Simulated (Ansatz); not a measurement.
# Work function of Au(100): what the settings cost and change, part 2 of 2

How far do functional and pseudopotentials move the work function of Au(100), and at what cost?

Ansatz 0.2.0; plane-wave DFT, PBE, Ansatz PAW (the session's first sound run).

So far, work function, upper face (eV): step 2 (slab, setting PBE, Ansatz PAW (420 eV)) 5.07; step 5 (RPBE) 4.89; step 6 (r2SCAN) 5.09; step 7 (PBE JTH) 5.08; step 8 (PBE norm-conserving) 5.07.

## 9. Slab

This step: plane-wave DFT, LDA, norm-conserving (Ansatz 0.2.0).

input.yaml

```yaml
crystal:
  lattice:
    - [2.8849956672, 0.0, 0.0]
    - [0.0, 2.8849956672, 0.0]
    - [0.0, 0.0, 30.24]
  atoms:
    - { symbol: Au, position: [0.0, 0.0, 0.2976190476] }
    - { symbol: Au, position: [0.5, 0.5, 0.3650793651] }
    - { symbol: Au, position: [0.0, 0.0, 0.4325396825] }
    - { symbol: Au, position: [0.5, 0.5, 0.5] }
    - { symbol: Au, position: [0.0, 0.0, 0.5674603175] }
    - { symbol: Au, position: [0.5, 0.5, 0.6349206349] }
    - { symbol: Au, position: [0.0, 0.0, 0.7023809524] }
kpoints:
  mp_grid: { grid: [14, 14, 1] }
hamiltonian:
  xc: lda
  pseudopotentials: { kind: nc }
scf:
  occupations: { method: fermi_dirac, width: 0.1 }
  convergence: { dr2_threshold: 1.0e-09 }
efield:
  axis: 3
  dipole_correction: true
  ramp_position: 0.97
  ramp_width: 0.06
output:
  write_potential: true
  write_density: true
  volumetric_format: npy
```

Started as:

```console
$ ansatz run input.yaml --threads 4 --pin off --max-ram 6144MiB --backend cpu --events-out ev --progress --plain --runs-dir out
```

The log of the run:

```text
[...]
Crystal: 7 atoms, lattice volume = 251.694 Å³
Basis set: ecut = 1034.032677 eV, 19047 PW (Γ)
Bands: 80, of which v1, the nominal top of the filled ones, is band 67 counted from 1 (66 counted from 0)
Symmetry: 8 space group operations
k-points: 36 of 196
[...]
k-point 0: bands = [... 63 lower, 4.7959, 4.8787, 4.8912, 5.0515, 5.0515, 5.1655, 7.0720, 7.9192, ... 9 higher]
  k-point 1: bands = [... 63 lower, 4.7308, 4.7986, 4.8233, 4.8921, 5.0600, 5.6609, 7.3642, 8.2959, ... 9 higher]
  k-point 2: bands = [... 63 lower, 4.6780, 4.7570, 4.9689, 5.0060, 5.0209, 6.3514, 8.0335, 9.1806, ... 9 higher]
  k-point 35: bands = [... 63 lower, 8.2446, 8.2446, 9.5770, 9.5770, 11.1412, 11.1412, 11.4766, 11.4787, ... 9 higher]
[key lines of the parts left out:]
SCF converged after 8 iterations
Free energy (F): -28104.604750 eV
Fermi energy:    6.686833 eV
Dipole field:    D = -0.000002 V/Å  (p = -0.000003 e·Å, saw-weighted, corrected)
Work function:   Φ+ = 5.4990 eV   Φ− = 5.4989 eV
```

Elapsed: 3.3 min, on 4 threads of Arm Neoverse N1, shared host; peak memory 3.1 GiB; 12 min of CPU time.

The work function is 5.499 eV, +0.427 eV from the run “PBE, Ansatz PAW (420 eV)”, at 4.1 times its CPU time.

## 10. Run, setting PBE, all layers relaxed

This step: plane-wave DFT, PBE, Ansatz PAW (Ansatz 0.2.0).

Changes to input.yaml since step 9:

```diff
@@ -16,4 +16,3 @@
 hamiltonian:
-  xc: lda
-  pseudopotentials: { kind: nc }
+  xc: pbe
 scf:
@@ -26,2 +25,5 @@
   ramp_width: 0.06
+relax:
+  f_tol: 0.01
+  max_steps: 40
 output:
```

The log of the run:

```text
[...]
Crystal: 7 atoms, lattice volume = 251.694 Å³
Basis set: ecut = 420 eV, 4889 PW (Γ), exchange–correlation on 40×40×432 points (8 copies of the dense FFT grid, shifted against one another)
Bands: 80, of which v1, the nominal top of the filled ones, is band 67 counted from 1 (66 counted from 0)
Symmetry: 8 space group operations
k-points: 36 of 196
[...]
F+E_penalty+E_count = -92044.43764584 eV   max|allowed force component| = 2.428e-4 eV/Å
  atoms:
    - { symbol: Au, position: [0, 0.0, 0.288093] }
    - { symbol: Au, position: [0.5, 0.5, 0.358138] }
    - { symbol: Au, position: [0, 0.0, 0.429016] }
    - { symbol: Au, position: [0.5, 0.5, 0.500000] }
    - { symbol: Au, position: [0, 0.0, 0.570984] }
    - { symbol: Au, position: [0.5, 0.5, 0.641862] }
    - { symbol: Au, position: [0, 0.0, 0.711907] }
[key lines of the parts left out:]
SCF converged after 6 iterations
Free energy (F): -92044.437646 eV
Fermi energy:    7.030509 eV
Dipole field:    D = -0.000000 V/Å  (p = -0.000000 e·Å, saw-weighted, corrected)
Work function:   Φ+ = 5.1022 eV   Φ− = 5.1022 eV
```

Wall time 4 min (4 threads); peak memory 0.94 GiB; 10 min of CPU time.

The relaxation took 5 steps and lowered the energy by 0.12 eV; the largest force on the free atoms ends at 2.4e-4 eV/Å.

The work function is 5.102 eV, +0.031 eV from the run “PBE, Ansatz PAW (420 eV)”, at 3.4 times its CPU time.

## 11. Run

This step: plane-wave DFT, PBE, fully relativistic PAW with spin-orbit coupling (Ansatz 0.2.0).

Changes to input.yaml since step 10:

```diff
@@ -17,2 +17,3 @@
   xc: pbe
+  pseudopotentials: { kind: paw_fr }
 scf:
@@ -25,5 +26,5 @@
   ramp_width: 0.06
-relax:
-  f_tol: 0.01
-  max_steps: 40
+magnetization:
+  noncollinear: true
+  spin_orbit: true
 output:
```

The log of the run:

```text
[...]
non-collinear run that drives no moment, with spin-orbit: no starting moment large enough to seed its density (crystal.atoms[].spin), no starting occupations that ask for one, no magnetisation constraint and no magnetic field, so the semilocal B_xc is pinned to zero
Crystal: 7 atoms, lattice volume = 251.694 Å³
[...]
k-point 1: bands = [... 129 lower, 5.1977, 5.3092, 5.3092, 5.7499, 5.7499, 5.8203, 5.8203, 6.1988, ... 23 higher]
  k-point 2: bands = [... 129 lower, 5.2794, 5.4151, 5.4151, 5.6509, 5.6509, 5.7317, 5.7317, 6.8137, ... 23 higher]
  k-point 35: bands = [... 129 lower, 8.4725, 9.6882, 9.6882, 9.8331, 9.8331, 11.1517, 11.1517, 11.3709, ... 23 higher]
[key lines of the parts left out:]
SCF converged after 11 iterations
Magnetization: |M| = 0.0000 μB,  M = (+0.0000, +0.0000, +0.0000) μB
Free energy (F): -92306.658964 eV
Fermi energy:    7.112742 eV
Dipole field:    D = -0.000000 V/Å  (p = -0.000000 e·Å, saw-weighted, corrected)
Work function:   Φ+ = 5.0926 eV   Φ− = 5.0926 eV
```

It took 8.3 min on 4 threads; peak memory 4.4 GiB.

The work function is 5.093 eV, +0.021 eV from the run “PBE, Ansatz PAW (420 eV)”, at 9.8 times its CPU time.

## 12. Side by side

Times are for 4 threads of Arm Neoverse N1, shared host. The runs compared:

```csv
no.,setting,"work function, upper face (eV)",time,memory (GiB)
1,"PBE, Ansatz PAW (420 eV)",5.072,59 s,1.1
2,"LDA, Ansatz PAW (420 eV)",5.493,90 s,1.1
3,"PBEsol, Ansatz PAW (420 eV)",5.207,59 s,1.1
4,"RPBE, Ansatz PAW (420 eV)",4.889,60 s,1.1
5,"r2SCAN, Ansatz PAW (500 eV)",5.092,2.3 min,1.7
6,"PBE, JTH PAW (750 eV)",5.077,1.8 min,1.5
7,"PBE, norm-conserving (1034 eV)",5.071,3.7 min,3.1
8,"LDA, norm-conserving (1034 eV)",5.499,3.3 min,3.1
9,"PBE, all layers relaxed",5.102,4 min,0.94
10,PBE with spin-orbit coupling (420 eV),5.093,8.3 min,4.4
```

## 13. Varying the input

This step: plane-wave DFT, PBE, Ansatz PAW (Ansatz 0.2.0).

An input spoilt on purpose, to show how the run answers: it repeats the earlier run “PBE, Ansatz PAW (420 eV)” with efield.amplitude to 1.5, and scf.max_iter set to 60; its output block differs too.

Changes to input.yaml since step 11:

```diff
@@ -17,3 +17,2 @@
   xc: pbe
-  pseudopotentials: { kind: paw_fr }
 scf:
@@ -21,2 +20,3 @@
   convergence: { dr2_threshold: 1.0e-09 }
+  max_iter: 60
 efield:
@@ -26,5 +26,3 @@
   ramp_width: 0.06
-magnetization:
-  noncollinear: true
-  spin_orbit: true
+  amplitude: 1.5
 output:
```

The log of the run:

```text
[...]
Crystal: 7 atoms, lattice volume = 251.694 Å³
Basis set: ecut = 420 eV, 4889 PW (Γ)
Bands: 80, of which v1, the nominal top of the filled ones, is band 67 counted from 1 (66 counted from 0)
Symmetry: 8 space group operations
k-points: 36 of 196
[...]
SCF iter   1: F=—  HF=-92047.458081 eV  |F-HF|=—  |Δ(HF+E_count)|=         —  Δρ=4.69e-2  dr2=4.15e1  ethr=3.10e-3  p=1.281 e·Å  D=9.21e-1 V/Å  ΔV_dip=-27.85 eV  dr2_dipole=2.66e1  V_vac-E_F(+/−)=12.79/3.99 eV  ⟨swp⟩=10.1  Hψ=14112  notcnv=0  defer=66
[...]
SCF iter  11: F=-92045.101449 eV  HF=-92045.101449 eV  |F-HF|=2.63e-9  |Δ(HF+E_count)|=   5.91e-9  Δρ=4.89e-7  dr2=4.71e-10  ethr=1.00e-12  p=1.050 e·Å  D=7.55e-1 V/Å  ΔV_dip=-22.82 eV  dr2_dipole=5.75e-15  V_vac-E_F(+/−)=14.15/0.82 eV  ⟨swp⟩=17.9  Hψ=14002  notcnv=0
WARN: efield: at this solve's end the planar-averaged density reaches 8.60e-5 e/Å³ inside the ramp window [0.9369, 0.1502] (bound 1e-5 e/Å³); the window's nearer edge stands 4.46 Å from this solve's nearest atom along the axis. Its free energy, forces, stress, dipole, levels and responses can be off, and this figure does not tell by how much. A short vacuum, a low `basis.ecutwfc` or `basis.ecutrho_ratio` and negative occupations (`scf.occupations.method`) can put density there. See the manual's quickstart, § The vacuum guard
SCF 1 converged in 11 iterations: F = -92045.101449 eV  dr2 = 4.71e-10
[...]
SCF converged after 11 iterations
Free energy (F): -92045.101449 eV
[...]
Internal energy: -92045.034857 eV  (E = F + TS)
E sigma→0 (E₀):  -92045.068153 eV
Entropy (-TS):   -0.066592 eV (-9.513 meV/atom)
Fermi energy:    6.979818 eV
Dipole field:    D = 0.754535 V/Å  (p = 1.049518 e·Å, saw-weighted, corrected)
Work function:   not extracted (applied field tilts the vacuum); planar V_es + V_field profile in the machine report
[...]
Vacuum region:   at the solve's end the planar-averaged density reaches 8.60e-5 e/Å³ inside the ramp window [0.9369, 0.1502] (bound 1e-5 e/Å³)
[...]
--- Band table (eV; the first three rows and the last of 36) ---
  k-point 0: bands = [... 63 lower, 5.0311, 5.0673, 5.1589, 5.2911, 5.2911, 5.4723, 7.2419, 8.2738, ... 9 higher]
  k-point 1: bands = [... 63 lower, 4.9956, 5.0033, 5.0858, 5.1226, 5.3001, 5.9473, 7.5426, 8.5856, ... 9 higher]
  k-point 2: bands = [... 63 lower, 4.9058, 4.9985, 5.1916, 5.2681, 5.2839, 6.6339, 8.2018, 9.2056, ... 9 higher]
  k-point 35: bands = [... 63 lower, 8.5715, 8.5715, 9.9001, 9.9001, 11.4644, 11.4644, 11.8905, 11.8917, ... 9 higher]
```

The job ended after 66 s (4 threads; peak memory 1.1 GiB; 3.9 min of CPU time).

In so strong a field the program warns of density in the ramp of the sawtooth; these numbers are not the system's.

## 14. Summary of results

| Item | Value |
| --- | --- |
| work function, PBE, Ansatz PAW (420 eV) | 5.072 eV |
| work function, LDA, Ansatz PAW (420 eV) | 5.493 eV |
| work function, RPBE, Ansatz PAW (420 eV) | 4.889 eV |
| work function, r2SCAN, Ansatz PAW (500 eV) | 5.092 eV |
| work function, LDA, norm-conserving (1034 eV) | 5.499 eV |
| work function, PBE, all layers relaxed | 5.102 eV |
| work function, PBE with spin-orbit coupling (420 eV) | 5.093 eV |

What this shows: PBE on the default files gives 5.07 eV, and the settings tried spread the value from 4.89 to 5.50 eV. At one geometry LDA lies 0.42 eV above PBE. The choice of pseudopotentials moves the PBE value by 0.006 eV. Relaxing the layers changes it by +0.031 eV. Spin-orbit coupling, on the fully relativistic files, changes it by +0.02 eV. A compiled measured value is 5.22 eV (arxiv:1702.08515, 2017), but the real face reconstructs and these slabs don't, so it is no test of the method. The ladder's slabs use the tabulated experimental lattice constant (two decimals; a low-temperature value for the alkali metals).

[Long decimals in the printed logs are rounded to 6 places.]

[Logs are printed without paths, hosts, clocks, repeated set-up lines and the standing remarks that a program may print on its own settings, such as how far it seeks lower states.]

[Hosts, paths, dates, database ids (printed as entryN), source tags and the programs' standing remarks are cut or masked in the printed files.]

[Maps of the electrostatic potential energy from Ansatz leave out the sawtooth potential of an applied field or a dipole correction, so their vacuum need not be flat; planar profiles and work functions include it.]
